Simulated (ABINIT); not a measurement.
# Quasiparticle gap of LiHF2 (R-3m) in ABINIT, part 2 of 3

How does a plane-wave GW calculation on LiHF2 (R-3m) run from the first input to the gap?

ABINIT 10.8.3; LDA and many-body steps on it, plane waves. Known limits of the many-body steps: not at the basis limit.

So far. Step 2 (Ground state): The gap is indirect, with the least direct gap 0.20 eV higher.

### Step 3. Bands along the symmetry lines

Level of this step: DFT, LDA, plane waves, norm-conserving pseudopotentials (ABINIT).

The cheap functional maps the bands first; the places of the edges decide which points the dearer methods must see.

Input file run.abi:

```
acell 3*1.0 Angstrom
rprim 
  1.466983587415 0.846963369091 4.366688724100
  -1.466983587415 0.846963369091 4.366688724100
  -0.000000000000 -1.693926738182 4.366688724100
ntypat 3
znucl 3 1 9
natom 4
typat 1 2 3 3
xred 
  0.000000000000 0.000000000000 0.000000000000
  0.500000000000 0.500000000000 0.500000000000
  0.413301880000 0.413301880000 0.413301880000
  0.586698120000 0.586698120000 0.586698120000
pp_dirpath "pseudos"
pseudos "Li.upf, H.upf, F.upf"
ecut 36
iscf -2
irdden 1
kptopt 0
nkpt 59
kpt 
  0.00000000 0.00000000 0.00000000
  0.06250000 0.06250000 0.06250000
  0.12500000 0.12500000 0.12500000
  0.18750000 0.18750000 0.18750000
  0.25000000 0.25000000 0.25000000
  0.31250000 0.31250000 0.31250000
  0.37500000 0.37500000 0.37500000
  0.43750000 0.43750000 0.43750000
  0.50000000 0.50000000 0.50000000
  0.53853162 0.46146838 0.50000000
  0.57706325 0.42293675 0.50000000
  0.61559487 0.38440513 0.50000000
  0.65412649 0.34587351 0.50000000
  0.69265812 0.30734188 0.50000000
  0.73118974 0.26881026 0.50000000
  0.76972137 0.23027863 0.50000000
  0.80825299 0.19174701 0.50000000
  0.50000000 -0.19174701 0.19174701
  0.50000000 -0.16777863 0.16777863
  0.50000000 -0.14381026 0.14381026
  0.50000000 -0.11984188 0.11984188
  0.50000000 -0.09587350 0.09587350
  0.50000000 -0.07190513 0.07190513
  0.50000000 -0.04793675 0.04793675
  0.50000000 -0.02396838 0.02396838
  0.50000000 0.00000000 0.00000000
  0.43750000 0.00000000 0.00000000
  0.37500000 0.00000000 0.00000000
  0.31250000 0.00000000 0.00000000
  0.25000000 0.00000000 0.00000000
  0.18750000 0.00000000 0.00000000
  0.12500000 0.00000000 0.00000000
  0.06250000 0.00000000 0.00000000
  0.00000000 0.00000000 0.00000000
  0.04323419 -0.04323419 0.00000000
  0.08646838 -0.08646838 0.00000000
  0.12970257 -0.12970257 0.00000000
  0.17293675 -0.17293675 0.00000000
  0.21617094 -0.21617094 0.00000000
  0.25940513 -0.25940513 0.00000000
  0.30263932 -0.30263932 0.00000000
  0.34587351 -0.34587351 0.00000000
  0.65412649 0.00000000 0.34587351
  0.63486068 0.00000000 0.36513932
  0.61559487 0.00000000 0.38440513
  0.59632906 0.00000000 0.40367094
  0.57706324 0.00000000 0.42293675
  0.55779743 0.00000000 0.44220257
  0.53853162 0.00000000 0.46146838
  0.51926581 0.00000000 0.48073419
  0.50000000 0.00000000 0.50000000
  0.43750000 0.00000000 0.43750000
  0.37500000 0.00000000 0.37500000
  0.31250000 0.00000000 0.31250000
  0.25000000 0.00000000 0.25000000
  0.18750000 0.00000000 0.18750000
  0.12500000 0.00000000 0.12500000
  0.06250000 0.00000000 0.06250000
  0.00000000 0.00000000 0.00000000
istwfk *1
nband 16
nbdbuf 2
tolwfr 1e-08
nstep 40
prtwf 0
prtvol 0
indata_prefix "in"
outdata_prefix "out"
tmpdata_prefix "tmp"
```

Started as:

```bash
> OMP_NUM_THREADS=1 mpirun -n 4 abinit run.abi > log
```

Numbers of over 12 decimals in the logs are rounded to 6 here.

What it wrote:

```text
.Version 10.8.3 of ABINIT. v10.8.2 released Aug 2026.

 Symmetries : space group R-3 m (#166); Bravais hR (rhombohedral)
[... echo of the input left out ...]
== DATASET  1 ==================================================================
-   mpi_nproc: 4, omp_nthreads: 1 (-1 if OMP is not activated)

--- !DatasetInfo
iteration_state: {dtset: 1, }
dimensions: {natom: 4, nkpt: 59, mband: 16, nsppol: 1, nspinor: 1, nspden: 1, mpw: 2292, }
cutoff_energies: {ecut:  36.0, pawecutdg:  -1.0, }
electrons: {nelect:   1.80000000E+01, charge:   0.00000000E+00, occopt:   1.00000000E+00, tsmear:   1.00000000E-02, }

 Real(R)+Recip(G) space primitive vectors, cartesian coordinates (Bohr,Bohr^-1):
 R(1)=  2.7721972  1.6005288  8.2518458  G(1)=  0.1803623  0.1041323  0.0403950
 R(2)= -2.7721972  1.6005288  8.2518458  G(2)= -0.1803623  0.1041323  0.0403950
 R(3)=  0.0000000 -3.2010576  8.2518458  G(3)=  0.0000000 -0.2082645  0.0403950
 Unit cell volume ucvol=  2.1967972E+02 bohr^3
 Angles (23,13,12)=  3.65053538E+01  3.65053538E+01  3.65053538E+01 degrees

 getcut: wavevector=  0.0000  0.0000  0.0000  ngfft=  48  48  48
         ecut(hartree)=     36.000   => boxcut(ratio)=   2.00844

--- Pseudopotential description ------------------------------------------------
- Li Generated using ONCVPSP code by D. R. Hamann
-  3.00000   3.00000  180309                  znucl, zion, pspdat
12 -1012 1 -1 1944                            pspcod,pspxc,lmax,lloc,mmax
     nproj     2     2     0
  pspatm : epsatm=    2.61415252
         --- l  ekb(1:nproj) -->
             0   -4.854561   -1.448487
             1   -2.179236   -0.444438
 pspatm: atomic psp has been read  and splines computed

- H Generated using ONCVPSP code by D. R. Hamann
-  1.00000   1.00000  180309                  znucl, zion, pspdat
12 -1012 1 -1 1180                            pspcod,pspxc,lmax,lloc,mmax
     nproj     2     1     0
  pspatm : epsatm=    0.35439867
         --- l  ekb(1:nproj) -->
             0   -1.665338   -0.519510
             1   -0.275071
 pspatm: atomic psp has been read  and splines computed

- F Generated using ONCVPSP code by D. R. Hamann
-  9.00000   7.00000  201202                  znucl, zion, pspdat
12 -1012 2 -1 824                             pspcod,pspxc,lmax,lloc,mmax
     nproj     2     2     1
  pspatm : epsatm=    4.94580260
         --- l  ekb(1:nproj) -->
[...]
2   -2.364936
 pspatm: atomic psp has been read  and splines computed

--------------------------------------------------------------------------------

================================================================================
 prteigrs : about to open file out_EIG
 Non-SCF case, kpt    1 (  0.00000  0.00000  0.00000), residuals and eigenvalues=
  1.93E-09  1.30E-09  5.17E-09  7.93E-09  3.57E-09  9.03E-09  3.07E-09  1.48E-09
[...]
Non-SCF case, kpt    3 (  0.12500  0.12500  0.12500), residuals and eigenvalues=
[...]
5.9012E-01  6.2794E-01  6.2794E-01  7.8071E-01
[...]
Non-SCF case, kpt   58 (  0.06250  0.00000  0.06250), residuals and eigenvalues=
[...]
Non-SCF case, kpt   59 (  0.00000  0.00000  0.00000), residuals and eigenvalues=
[...]
-1.5451E+00 -8.6242E-01 -8.0642E-01 -3.1406E-01 -1.1654E-01 -1.1654E-01
 -1.1380E-01 -1.0904E-01 -1.0904E-01  1.9618E-01  3.6890E-01  5.1640E-01
[...]
--- !ResultsGS
iteration_state: {dtset: 1, }
comment   : Summary of ground state results
lattice_vectors:
- [  2.7721972,   1.6005288,   8.2518458, ]
- [ -2.7721972,   1.6005288,   8.2518458, ]
- [ -0.0000000,  -3.2010576,   8.2518458, ]
lattice_lengths: [   8.85097,    8.85097,    8.85097, ]
lattice_angles: [ 36.505,  36.505,  36.505, ] # degrees, (23, 13, 12)
lattice_volume:   2.1967972E+02
convergence: {deltae:  0.000E+00, res2:  0.000E+00, residm:  9.963E-09, diffor:  0.000E+00, }
etotal    :  -5.70245306E+01
entropy   :   0.00000000E+00
fermie    :  -1.01567084E-01
cartesian_stress_tensor: null
pressure_GPa: null
xred      :
- [  0.0000E+00,   0.0000E+00,   0.0000E+00, Li]
- [  5.0000E-01,   5.0000E-01,   5.0000E-01,  H]
- [  4.1330E-01,   4.1330E-01,   4.1330E-01,  F]
- [  5.8670E-01,   5.8670E-01,   5.8670E-01,  F]
cartesian_forces: null
force_length_stats: {min: null, max: null, mean: null, }

 Integrated electronic density in atomic spheres:
 ------------------------------------------------
 Atom  Sphere_radius  Integrated_density
[...]
================================================================================

 ----iterations are completed or convergence reached----

 Mean square residual over all n,k,spin=   38.436E-10; max=  99.634E-10
 reduced coordinates (array xred) for    4 atoms
[...]
0.413301880000      0.413301880000      0.413301880000
       0.586698120000      0.586698120000      0.586698120000

 cartesian coordinates (angstrom) at end:
[...]
3     -0.000000     0.000000     5.414282
    4     -0.000000     0.000000     7.685784
 length scales=  1.889726125908  1.889726125908  1.889726125908 bohr
              =  1.000000000000  1.000000000000  1.000000000000 angstroms
 prteigrs : about to open file out_EIG
 Eigenvalues (hartree) for nkpt=  59  k points:
 kpt#   1, nband= 16, wtk=  1.00000, kpt=  0.0000  0.0000  0.0000 (reduced coord)
[...]
kpt#   2, nband= 16, wtk=  1.00000, kpt=  0.0625  0.0625  0.0625 (reduced coord)
[...]
kpt#   3, nband= 16, wtk=  1.00000, kpt=  0.1250  0.1250  0.1250 (reduced coord)
[...]
kpt#  58, nband= 16, wtk=  1.00000, kpt=  0.0625  0.0000  0.0625 (reduced coord)
[...]
kpt#  59, nband= 16, wtk=  1.00000, kpt=  0.0000  0.0000  0.0000 (reduced coord)
  -1.54511   -0.86242   -0.80642   -0.31406   -0.11654   -0.11654   -0.11380   -0.10904
  -0.10904    0.19618    0.36890    0.51640    0.58138    0.63051    0.63051    0.77187

== END DATASET(S) ==============================================================
================================================================================

 -outvars: echo values of variables after computation  --------
            nband          16
             nkpt          59
          spgroup         166
 [... the other variables as echoed above ...]

 Calculation completed.
```

Elapsed: 10 s, on 4 MPI ranks of Intel Xeon Platinum 8488C (Sapphire Rapids), shared host; peak memory 0.33 GiB; 41 s of CPU time.

Numbers from this step:

```
gap                        : 8.102 eV
k of the valence top       : 0.5, 0.5, 0.5
k of the conduction bottom : 0, 0, 0
least direct gap           : 8.305 eV
```

The gap is 8.102 eV, as in the run before at this level.

The electronic bands at the labelled points (eV, zero at the top of the highest filled band):

```csv
point,band 6,band 7,band 8,band 9,band 10,band 11,band 12,band 13
Γ,-0.41,-0.33,-0.20,-0.20,8.10,12.80,16.82,18.58
halfway,-0.52,-0.52,-0.08,-0.08,8.58,12.35,16.61,19.70
T,-0.60,-0.60,0.00,0.00,8.98,12.25,15.88,19.54
halfway,-1.66,-1.02,-0.53,-0.22,10.75,13.34,16.13,17.47
H2,-1.92,-1.59,-0.93,-0.58,13.84,14.28,14.57,15.48
jump to H0,-1.92,-1.59,-0.93,-0.58,13.84,14.28,14.57,15.48
halfway,-1.38,-1.19,-1.13,-0.48,12.46,13.88,15.64,16.64
L,-1.54,-0.77,-0.63,-0.58,11.57,13.58,16.14,17.89
halfway,-0.93,-0.60,-0.41,-0.40,9.68,14.47,15.90,17.83
Γ,-0.41,-0.33,-0.20,-0.20,8.10,12.80,16.82,18.58
halfway,-1.42,-0.73,-0.54,-0.35,10.29,15.21,15.56,17.10
S0,-1.85,-1.28,-1.26,-0.52,14.04,14.09,14.64,15.37
jump to S2,-1.85,-1.28,-1.26,-0.52,14.04,14.09,14.64,15.37
halfway,-1.52,-1.42,-1.14,-0.33,13.62,14.25,14.37,15.60
F,-1.60,-1.20,-1.13,-0.15,13.45,13.97,14.07,16.27
halfway,-1.14,-0.87,-0.58,-0.12,10.05,13.84,16.56,17.98
Γ,-0.41,-0.33,-0.20,-0.20,8.10,12.80,16.82,18.58
```

The electronic bands as a text plot (rows in eV, shown from -8.0 to 14.1 only; labels by their first letter):

```
   13.6 |          ++  +++++++++   +++   ++       +++++++++++++
   12.7 |++++  ++++   +   +           +++       ++      +      ++
   11.8 |    ++     ++     +++++               +         +
   10.9 |          +            +             +           +
   10.0 |       +++              ++         ++             ++
    9.0 |   ++++                   ++    +++                 ++
    8.1 |+++                         ++++                      ++
    7.2 |
    6.3 |
    5.4 |
    4.4 |
    3.5 |
    2.6 |
    1.7 |
    0.7 |
   -0.2 |********************************************************
   -1.1 |  **  ***********************   **********************
   -2.0 |    **************     ***         ******** ******
   -2.9 |                  *****                    *****
   -3.9 |
   -4.8 |   ****************                   ************
   -5.7 |***                *******************            ******
   -6.6 |
   -7.5 |
         Γ    T        H|H    L        Γ         S|S   F        Γ
```

### Step 4. Empty states on the mesh, 4×4×4 mesh, 34 bands

The sums over transitions need many empty states on a uniform mesh; this step solves for them.

Input file run.abi:

```
acell 3*1.0 Angstrom
rprim 
  1.466983587415 0.846963369091 4.366688724100
  -1.466983587415 0.846963369091 4.366688724100
  -0.000000000000 -1.693926738182 4.366688724100
ntypat 3
znucl 3 1 9
natom 4
typat 1 2 3 3
xred 
  0.000000000000 0.000000000000 0.000000000000
  0.500000000000 0.500000000000 0.500000000000
  0.413301880000 0.413301880000 0.413301880000
  0.586698120000 0.586698120000 0.586698120000
pp_dirpath "pseudos"
pseudos "Li.upf, H.upf, F.upf"
ecut 36
ngkpt 4 4 4
nshiftk 1
shiftk 0 0 0
kptopt 1
chksymbreak 0
iscf -2
irdden 1
istwfk *1
nband 34
nbdbuf 4
tolwfr 1e-09
nstep 60
prtvol 0
indata_prefix "in"
outdata_prefix "out"
tmpdata_prefix "tmp"
```

What it wrote:

```text
.Version 10.8.3 of ABINIT. v10.8.2 released Aug 2026.

 Symmetries : space group R-3 m (#166); Bravais hR (rhombohedral)
[... echo of the input left out ...]
== DATASET  1 ==================================================================
-   mpi_nproc: 4, omp_nthreads: 1 (-1 if OMP is not activated)

--- !DatasetInfo
iteration_state: {dtset: 1, }
dimensions: {natom: 4, nkpt: 13, mband: 34, nsppol: 1, nspinor: 1, nspden: 1, mpw: 2290, }
cutoff_energies: {ecut:  36.0, pawecutdg:  -1.0, }
electrons: {nelect:   1.80000000E+01, charge:   0.00000000E+00, occopt:   1.00000000E+00, tsmear:   1.00000000E-02, }

 Real(R)+Recip(G) space primitive vectors, cartesian coordinates (Bohr,Bohr^-1):
 R(1)=  2.7721972  1.6005288  8.2518458  G(1)=  0.1803623  0.1041323  0.0403950
 R(2)= -2.7721972  1.6005288  8.2518458  G(2)= -0.1803623  0.1041323  0.0403950
 R(3)=  0.0000000 -3.2010576  8.2518458  G(3)=  0.0000000 -0.2082645  0.0403950
 Unit cell volume ucvol=  2.1967972E+02 bohr^3
 Angles (23,13,12)=  3.65053538E+01  3.65053538E+01  3.65053538E+01 degrees

 getcut: wavevector=  0.0000  0.0000  0.0000  ngfft=  48  48  48
         ecut(hartree)=     36.000   => boxcut(ratio)=   2.00844

--- Pseudopotential description ------------------------------------------------
- Li Generated using ONCVPSP code by D. R. Hamann
-  3.00000   3.00000  180309                  znucl, zion, pspdat
12 -1012 1 -1 1944                            pspcod,pspxc,lmax,lloc,mmax
     nproj     2     2     0
  pspatm : epsatm=    2.61415252
         --- l  ekb(1:nproj) -->
             0   -4.854561   -1.448487
             1   -2.179236   -0.444438
 pspatm: atomic psp has been read  and splines computed

- H Generated using ONCVPSP code by D. R. Hamann
-  1.00000   1.00000  180309                  znucl, zion, pspdat
12 -1012 1 -1 1180                            pspcod,pspxc,lmax,lloc,mmax
     nproj     2     1     0
  pspatm : epsatm=    0.35439867
         --- l  ekb(1:nproj) -->
             0   -1.665338   -0.519510
             1   -0.275071
 pspatm: atomic psp has been read  and splines computed

- F Generated using ONCVPSP code by D. R. Hamann
-  9.00000   7.00000  201202                  znucl, zion, pspdat
12 -1012 2 -1 824                             pspcod,pspxc,lmax,lloc,mmax
     nproj     2     2     1
  pspatm : epsatm=    4.94580260
         --- l  ekb(1:nproj) -->
[...]
2   -2.364936
 pspatm: atomic psp has been read  and splines computed

--------------------------------------------------------------------------------

================================================================================
 prteigrs : about to open file out_EIG
 Non-SCF case, kpt    1 (  0.00000  0.00000  0.00000), residuals and eigenvalues=
  8.80E-10  7.83E-11  2.15E-10  1.99E-10  3.44E-10  2.04E-10  1.10E-10  1.91E-10
  5.67E-10  4.45E-11  4.82E-11  3.68E-10  4.48E-10  5.44E-11  1.63E-10  8.26E-11
  1.84E-10  1.44E-10  2.43E-10  3.51E-10  1.87E-10  8.97E-10  1.82E-10  1.38E-10
[...]
9.28E-07  3.26E-04
 -1.5451E+00 -8.6242E-01 -8.0642E-01 -3.1406E-01 -1.1654E-01 -1.1654E-01
 -1.1380E-01 -1.0904E-01 -1.0904E-01  1.9618E-01  3.6890E-01  5.1640E-01
  5.8138E-01  6.3051E-01  6.3051E-01  7.7187E-01  7.7187E-01  8.3396E-01
  9.2270E-01  9.2270E-01  9.9077E-01  9.9077E-01  1.0318E+00  1.0682E+00
  1.1873E+00  1.1951E+00  1.1951E+00  1.2463E+00  1.3593E+00  1.3593E+00
  1.5148E+00  1.5148E+00  1.6326E+00  1.6329E+00
 prteigrs : prtvol=0 or 1, do not print more k-points.

--- !ResultsGS
iteration_state: {dtset: 1, }
comment   : Summary of ground state results
lattice_vectors:
- [  2.7721972,   1.6005288,   8.2518458, ]
- [ -2.7721972,   1.6005288,   8.2518458, ]
- [ -0.0000000,  -3.2010576,   8.2518458, ]
lattice_lengths: [   8.85097,    8.85097,    8.85097, ]
lattice_angles: [ 36.505,  36.505,  36.505, ] # degrees, (23, 13, 12)
lattice_volume:   2.1967972E+02
convergence: {deltae:  0.000E+00, res2:  0.000E+00, residm:  9.975E-10, diffor:  0.000E+00, }
etotal    :  -5.70245306E+01
entropy   :   0.00000000E+00
fermie    :  -1.01567084E-01
cartesian_stress_tensor: null
pressure_GPa: null
xred      :
- [  0.0000E+00,   0.0000E+00,   0.0000E+00, Li]
- [  5.0000E-01,   5.0000E-01,   5.0000E-01,  H]
- [  4.1330E-01,   4.1330E-01,   4.1330E-01,  F]
- [  5.8670E-01,   5.8670E-01,   5.8670E-01,  F]
cartesian_forces: null
force_length_stats: {min: null, max: null, mean: null, }

 Integrated electronic density in atomic spheres:
 ------------------------------------------------
 Atom  Sphere_radius  Integrated_density
[...]
================================================================================

 ----iterations are completed or convergence reached----

 Mean square residual over all n,k,spin=   34.142E-11; max=  99.746E-11
 reduced coordinates (array xred) for    4 atoms
[...]
0.413301880000      0.413301880000      0.413301880000
       0.586698120000      0.586698120000      0.586698120000

 cartesian coordinates (angstrom) at end:
    1      0.000000     0.000000     0.000000
    2     -0.000000    -0.000000     6.550033
    3     -0.000000     0.000000     5.414282
    4     -0.000000     0.000000     7.685784
 length scales=  1.889726125908  1.889726125908  1.889726125908 bohr
              =  1.000000000000  1.000000000000  1.000000000000 angstroms
 prteigrs : about to open file out_EIG
 Eigenvalues (hartree) for nkpt=  13  k points:
 kpt#   1, nband= 34, wtk=  0.01563, kpt=  0.0000  0.0000  0.0000 (reduced coord)
[...]
0.77187    0.83396    0.92270    0.92270    0.99077    0.99077    1.03180    1.06822
   1.18728    1.19514    1.19514    1.24632    1.35927    1.35927    1.51479    1.51479
   1.63258    1.63288
 prteigrs : prtvol=0 or 1, do not print more k-points.

== END DATASET(S) ==============================================================
================================================================================

 -outvars: echo values of variables after computation  --------
            nband          34
             nkpt          13
          spgroup         166
 [... the other variables as echoed above ...]

 Calculation completed.
```

Elapsed: 6.5 s, on 4 MPI ranks; peak memory 0.32 GiB.

This step gave:

```yaml
gap: 8.102 eV
k_of_the_valence_top: 0.5, 0.5, 0.5
k_of_the_conduction_bottom: 0, 0, 0
least_direct_gap: 8.305 eV
k_points_computed: 13
lowest_point_of_the_top_converged_band_above_the_valence_top: 39.75 eV
```

On this mesh the gap is 8.102 eV.

(Continued in part 3 of 3.)

[Paths, hosts, dates, memory and timing lines, banners, echoed tables and standing remarks are left out of the program output.]

[Logs are printed without paths, hosts, clocks, repeated set-up lines and the standing remarks that a program may print on its own settings, such as how far it seeks lower states.]

[Runs of the session that timed out or met a known fault of the program may be left out.]

[Hosts, paths, dates, database ids (printed as entryN), source tags and the programs' standing remarks are cut or masked in the printed files.]

[G0W0 gaps are taken among the corrected bands and points alone; a level outside them can change the order at an edge.]

[Where Ansatz stands beside ABINIT at settings called matched, ABINIT's density can come from a denser mesh and the files from another edition; pairs whose starting gaps differed by over 0.03 eV were left out, so agreement reads better than it is.]
